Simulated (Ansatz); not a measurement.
## What AgGeF3 (model cell, started as cubic perovskite with Ge in the octahedra) distorts into

Which phase does AgGeF3 (model cell, started as cubic perovskite with Ge in the octahedra) fall into along its unstable mode, and how much energy does it gain?

Method: DFT PBEsol, scalar-relativistic, plane waves, PAW; PAW set soft_1, in Ansatz 0.2.0.

This is a report of a sequence of runs, with most program output left out.

The structure was built from a prototype and need not be the compound's stable phase.

## 1. The structure

It takes space group Pm-3m (No. 221, cubic). Conventional cell: a = 4.264 Å, b = 4.264 Å, c = 4.264 Å, α = 90.00°, β = 90.00°, γ = 90.00°. Nearest to Ag lie 12 F at 3.02 Å. Nearest to Ge lie 6 F at 2.13 Å. Nearest to F lie 2 Ge at 2.13 Å. Farther neighbours and most contacts between anions are not listed.

## 2. Response at finite wavevector

The cell comes from relaxations at this level that are not shown. Stability and thermal properties need the whole zone. Linear response on a 4×4×4 q mesh gives force constants as far as a supercell of that size would.

File input.yaml:

```yaml
crystal:
  lattice:
    - [4.2639971677, 0.0, 0.0]
    - [0.0, 4.2639971677, 0.0]
    - [0.0, 0.0, 4.2639971677]
  atoms:
    - { symbol: Ag, position: [0.0, 0.0, 0.0] }
    - { symbol: Ge, position: [0.5, 0.5, 0.5] }
    - { symbol: F, position: [0.5, 0.5, 0.0] }
    - { symbol: F, position: [0.5, 0.0, 0.5] }
    - { symbol: F, position: [0.0, 0.5, 0.5] }
kpoints:
  mp_grid: { grid: [8, 8, 8] }
hamiltonian:
  xc: pbesol
  pseudopotentials: { kind: paw, azcp: { folder: soft_1 }, xc_functional: pbe }
scf:
  occupations: { method: methfessel_paxton, width: 0.2 }
output:
  eigenvalues: true
phonons:
  method: dfpt
  qmesh: [4, 4, 4]
  temperatures: { t_max: 1000, t_step: 50 }
  qpath:
    path:
      - [[0.0, 0.0, 0.0], [0.0, 0.5, 0.0], [0.5, 0.5, 0.0], [0.0, 0.0, 0.0], [0.5, 0.5, 0.5], [0.0, 0.5, 0.0]]
      - [[0.5, 0.5, 0.5], [0.5, 0.5, 0.0]]
    npoints: 10
```

Started as:

```bash
ansatz run input.yaml --threads 4 --pin off --max-ram 16384MiB --backend cpu --events-out ev --progress --plain --runs-dir out
```

It took 16 min on 4 threads of Arm Neoverse V2, shared host; peak memory 2.8 GiB.

Numbers from this step:

* volume per atom: 15.51 Å³
* gap on the k-mesh: 0 eV
* sum-rule residual before enforcement: 2.05e-5 eV/Å²
* lowest frequency on the path: -189.9 cm⁻¹
* point group: m-3m
* highest frequency on the path or at a solved wavevector: 344.4 cm⁻¹
* highest optical mode at the zone centre (no LO-TO term): 122.2 cm⁻¹
* lowest optical zone-centre mode: -189.9 cm⁻¹
* lowest mode on the q mesh (acoustic modes at Γ apart): -189.9 cm⁻¹

Frequencies (cm⁻¹) solved at each irreducible wavevector; negative means imaginary. Frequencies by wavevector, by row:

```csv
q in reciprocal lattice units,star,mode 1,mode 2,mode 3,mode 4,mode 13,mode 14,mode 15
0 0 0,1,-189.9,-189.9,-189.9,-79.3,122.2,122.2,122.2
0 0 0.25,6,-187.4,-187.4,-108,-76.5,114.4,162.1,226.8
0 0 -0.5,3,-185.5,-185.5,-105.1,-75.1,102.4,227.4,325.5
0 0.25 0.25,12,-184.2,-114.8,-106.9,-88.4,167.6,224.7,235.2
0 0.25 -0.5,12,-181.5,-122.2,-94.9,-84.9,228.1,229.1,326.3
0 -0.5 -0.5,3,-177.9,-134.6,-89.3,-89.3,224.3,322.6,343
0.25 0.25 0.25,8,-116.5,-116.5,-110.9,-60.9,222.5,222.5,251
0.25 0.25 -0.5,12,-124.3,-120.8,-115.7,-61.8,225.2,245.5,331.3
0.25 -0.5 -0.5,6,-135.8,-123.7,-123.7,-62.5,226.1,322.1,327.4
-0.5 -0.5 -0.5,1,-137.1,-137.1,-137.1,-62.4,216.2,321.3,321.3
```

Interpolated from a 4×4×4 q mesh. The phonon branches at the labelled points (cm⁻¹):

| point | branch 1 | branch 2 | branch 3 | branch 4 | branch 12 | branch 13 | branch 14 | branch 15 |
| --- | --- | --- | --- | --- | --- | --- | --- | --- |
| Γ | -190 | -190 | -190 | -79 | 0 | 122 | 122 | 122 |
| halfway | -187 | -187 | -108 | -76 | 114 | 114 | 162 | 227 |
| X | -186 | -186 | -105 | -75 | 102 | 102 | 227 | 326 |
| halfway | -182 | -122 | -95 | -85 | 160 | 228 | 229 | 326 |
| M | -178 | -135 | -89 | -89 | 224 | 224 | 322 | 343 |
| halfway | -184 | -115 | -107 | -88 | 150 | 168 | 225 | 235 |
| Γ | -190 | -190 | -190 | -79 | 0 | 122 | 122 | 122 |
| halfway | -116 | -116 | -111 | -61 | 165 | 222 | 222 | 251 |
| R | -137 | -137 | -137 | -62 | 214 | 216 | 321 | 321 |
| halfway | -124 | -121 | -116 | -62 | 220 | 225 | 246 | 331 |
| X | -186 | -186 | -105 | -75 | 102 | 102 | 227 | 326 |
| jump to R | -137 | -137 | -137 | -62 | 214 | 216 | 321 | 321 |
| halfway | -136 | -124 | -124 | -62 | 220 | 226 | 322 | 327 |
| M | -178 | -135 | -89 | -89 | 224 | 224 | 322 | 343 |

Symmetry leaves 10 wavevectors to solve. The lowest mode among them, the acoustic zeros apart, lies at Γ and is imaginary, 189.9i cm⁻¹, so the energy falls along it.

## 3. The mode frozen in, largest atomic shift 0 Å

The mode followed lies at q = (0, 0, -0.5) with frequency 185.5i cm⁻¹ and is 2-fold degenerate, one of the unstable modes though not the softest. At small amplitude the distorted cell has space group no. 11 by a symmetry search on the positions. The undistorted cell that holds it gives the zero of energy on the same k mesh.

System of this step: AgGeF3 (model cell, started as cubic perovskite with Ge in the octahedra). The structure is cubic, space group Pm-3m (No. 221). Conventional cell: a = 4.264 Å, b = 4.264 Å, c = 4.264 Å, α = 90.00°, β = 90.00°, γ = 90.00°. Nearest to Ag lie 12 F at 3.02 Å. Nearest to Ge lie 6 F at 2.13 Å. Nearest to F lie 2 Ge at 2.13 Å. Nearest to F lie 2 Ge at 2.13 Å. Farther neighbours and most contacts between anions are not listed.

File input.yaml:

```yaml
crystal:
  lattice:
    - [4.2639971677, 0.0, 0.0]
    - [0.0, 4.2639971677, 0.0]
    - [0.0, 0.0, 8.5279943354]
  atoms:
    - { symbol: Ag, position: [0.0, 0.0, 0.0] }
    - { symbol: Ag, position: [0.0, 0.0, 0.5] }
    - { symbol: Ge, position: [0.5, 0.5, 0.25] }
    - { symbol: Ge, position: [0.5, 0.5, 0.75] }
    - { symbol: F, position: [0.5, 0.5, 0.0] }
    - { symbol: F, position: [0.5, 0.5, 0.5] }
    - { symbol: F, position: [0.5, 0.0, 0.25] }
    - { symbol: F, position: [0.5, 0.0, 0.75] }
    - { symbol: F, position: [0.0, 0.5, 0.25] }
    - { symbol: F, position: [0.0, 0.5, 0.75] }
kpoints:
  mp_grid: { grid: [8, 8, 4] }
hamiltonian:
  xc: pbesol
  pseudopotentials: { kind: paw, azcp: { folder: soft_1 }, xc_functional: pbe }
scf:
  occupations: { method: methfessel_paxton, width: 0.2 }
output:
  forces: true
  stress: true
  eigenvalues: true
```

The job ended after 6.6 s (4 threads; peak memory 0.66 GiB).

This step gave:

- pressure: 0.008918 GPa
- energy from the undistorted cell: 0 meV/atom

The run ends at a pressure of 0.01 GPa.

## 4. The mode frozen in, largest atomic shift 0.22 Å

The atoms are moved along the unstable eigenvector, the largest shift by 0.22 Å, with the cell fixed.

input.yaml, the sections that differ from step 3:

```yaml
crystal:
  lattice:
    - [4.2639971677, 0.0, 0.0]
    - [0.0, 4.2639971677, 0.0]
    - [0.0, 0.0, 8.5279943354]
  atoms:
    - { symbol: Ag, position: [0.0, 0.0, 0.0] }
    - { symbol: Ag, position: [0.0, 0.0, 0.5] }
    - { symbol: Ge, position: [0.4983938117, 0.5043719078, 0.25] }
    - { symbol: Ge, position: [0.5016061883, 0.4956280922, 0.75] }
    - { symbol: F, position: [0.5, 0.5, 0.0] }
    - { symbol: F, position: [0.5, 0.5, 0.5] }
    - { symbol: F, position: [0.4933981056, -0.0511706597, 0.25] }
    - { symbol: F, position: [0.5066018944, 0.0511706597, 0.75] }
    - { symbol: F, position: [0.0187995077, 0.5179697945, 0.25] }
    - { symbol: F, position: [-0.0187995077, 0.4820302055, 0.75] }
# kpoints, hamiltonian, scf, output: as in step 3
```

Elapsed: 15 s, on 4 threads; peak memory 0.96 GiB.

This step gave:

* pressure: 1.147 GPa
* energy from the undistorted cell: -7.194 meV/atom

The energy, extrapolated to zero smearing, is -7.19 meV/atom against the undistorted cell.

The run ends at a pressure of 1.15 GPa, with forces up to 0.40 eV/Å.

## 5. Energy along the mode, all amplitudes (two of the runs are shown above)

An imaginary frequency means negative curvature, so the energy should fall and then rise again as anharmonic terms take over.

This step gave:

```
depth at the lowest point sampled  : 7.194 meV/atom
largest atomic shift at that point : 0.22 Å
```

Energy from the parent against largest atomic shift:

```csv
largest atomic shift (Å),energy from the parent (meV/atom)
0.000,0
0.040,-0.487
0.080,-1.84
0.140,-4.78
0.220,-7.19
0.320,3.17
0.450,77.1
```

Displacement at unit largest shift by atom:

```csv
atom,x (Å),y (Å),z (Å),size
Ag1,0.00,0.00,0.00,0.00
Ag2,0.00,0.00,0.00,0.00
Ge3,-0.03,0.09,0.00,0.09
Ge4,0.03,-0.09,0.00,0.09
F5,0.00,0.00,0.00,0.00
F6,0.00,0.00,0.00,0.00
F7,-0.13,-0.99,0.00,1.00
F8,0.13,0.99,0.00,1.00
F9,0.36,0.35,0.00,0.50
F10,-0.36,-0.35,0.00,0.50
```

The lowest of the steps tried is at 0.22 Å, 7.19 meV/atom below the parent; the bottom of the well need not coincide with a step.

## 6. Relaxation from the frozen mode

Starting from the lowest point found, all atoms and the cell are let go, so that strain and other modes of the same symmetry can join in.

Edit input.yaml of step 4 so:

```diff
@@ -27 +27,6 @@
   eigenvalues: true
+relax:
+  adjacent_minimum: "off"
+  f_tol: 0.002
+  max_steps: 120
+  cell: { stress_tol: 0.03 }
```

The job ended after 6.8 min (4 threads; peak memory 1 GiB).

Step by step (22 of 31):

```
step  energy less that of the first step (eV)  largest force component (eV/Å)  pressure (GPa)  volume (Å³)
   1                                   0.0000                          0.4012            1.15       155.05
   2                                  -0.0626                          0.1906           -0.02       157.56
   4                                  -0.5149                          0.8021           -4.22       159.11
   5                                  -0.9251                          0.4135           -2.82       152.05
   7                                  -1.3115                          0.2297            0.19       142.31
   8                                  -1.3331                          0.0468            0.08       143.50
  10                                  -1.3355                          0.0033            0.01       143.58
  11                                  -1.3354                          0.0012           -0.01       143.61
 12*                                  -1.5436                          0.0048            1.77       143.61
  14                                  -1.6862                          0.0583           -0.02       152.03
  15                                  -1.6906                          0.0233            0.28       151.80
  17                                  -1.6912                          0.0118           -0.01       152.56
  18                                  -1.6912                          0.0012            0.00       152.58
  20                                  -1.7574                          0.0142            0.22       155.53
  21                                  -1.7561                          0.0344            0.10       157.78
  22                                  -1.7551                          0.0114           -0.01       158.27
 24*                                  -1.7741                          0.0024            0.07       158.31
  25                                  -1.7737                          0.0069            0.10       159.18
  27                                  -1.7721                          0.0019            0.01       160.00
 28*                                  -1.7764                          0.0019            0.02       160.00
  30                                  -1.7756                          0.0002            0.00       160.45
 31*                                  -1.7766                          0.0002            0.00       160.45
```

Relaxation steps marked * repeat the geometry before them on a plane-wave basis chosen anew for their cell, so energy and pressure can jump there. Other such steps can lie between the rows shown.

Forces are held to the 4 operations that the run works with; a distortion that breaks them can't arise in this run.

| cell as run | before | after | change |
| --- | --- | --- | --- |
| a (Å) | 4.264 | 4.681 | +9.8 % |
| b (Å) | 4.264 | 4.682 | +9.8 % |
| c (Å) | 8.528 | 8.382 | -1.7 % |
| γ (°) | 90.00 | 60.86 | -32.4 % |
| volume (Å³/atom) | 15.51 | 16.04 | +3.5 % |

The atoms that moved most (Å, as changes of fractional coordinates times the final cell):

```csv
atom,dx,dy,dz,length
F9,0.577,0.266,0.000,0.636
F10,-0.577,-0.266,0.000,0.636
F7,-0.280,-0.445,0.000,0.526
F8,0.280,0.445,0.000,0.526
Ge4,-0.247,0.263,0.000,0.360
Ge3,0.247,-0.263,0.000,0.360
```

This step gave:

```yaml
pressure: 0.002991 GPa
volume_per_atom: 16.04 Å³
gap_on_the_k_mesh: 1.849 eV
```

The distorted start has space group P2_1/m; the relaxation ends in Cmcm.

## 7. The new phase in its own primitive cell

The relaxed structure is symmetrised, reduced to its primitive cell and relaxed tightly, as its phonons need.

File input.yaml:

```yaml
crystal:
  lattice:
    - [4.0363532041, -2.3711011705, 0.0]
    - [4.0363532041, 2.3711011705, 0.0]
    - [0.0, 0.0, 8.3823612518]
  atoms:
    - { symbol: Ag, position: [0.0, 0.0, 0.0] }
    - { symbol: Ag, position: [0.0, 0.0, 0.5] }
    - { symbol: Ge, position: [0.5729655875, 0.4270344125, 0.25] }
    - { symbol: Ge, position: [0.4270344125, 0.5729655875, 0.75] }
    - { symbol: F, position: [0.5, 0.5, 0.0] }
    - { symbol: F, position: [0.5, 0.5, 0.5] }
    - { symbol: F, position: [0.4543860738, 0.860780911, 0.25] }
    - { symbol: F, position: [0.5456139262, 0.139219089, 0.75] }
    - { symbol: F, position: [0.139219089, 0.5456139262, 0.25] }
    - { symbol: F, position: [0.860780911, 0.4543860738, 0.75] }
kpoints:
  mp_grid: { grid: [6, 6, 4] }
hamiltonian:
  xc: pbesol
  pseudopotentials: { kind: paw, azcp: { folder: soft_1 }, xc_functional: pbe }
scf:
  occupations: { method: fixed }
output:
  forces: true
  stress: true
  eigenvalues: true
relax:
  adjacent_minimum: "off"
  f_tol: 0.001
  max_steps: 60
  cell: { stress_tol: 0.01 }
```

Elapsed: 37 s, on 4 threads; peak memory 0.68 GiB; 2.4 min of CPU time.

Little changed from the start: no atom moved by 0.005 Å and no cell edge by 0.1 %.

This step gave:

* pressure: 0.003650 GPa
* gap on the k-mesh: 1.850 eV
* volume per atom: 16.05 Å³
* direct gap on mesh: 2.850 eV

The largest force component left is 0.35 meV/Å and the pressure is 0.004 GPa, within the tolerances set. The cell now holds 16.05 Å³/atom.

(Continued in part 2 of 2.)

[Logs are printed without paths, hosts, clocks, repeated set-up lines and the standing remarks that a program may print on its own settings, such as how far it seeks lower states.]

[Hosts, paths, dates, database ids (printed as entryN), source tags and the programs' standing remarks are cut or masked in the printed files.]
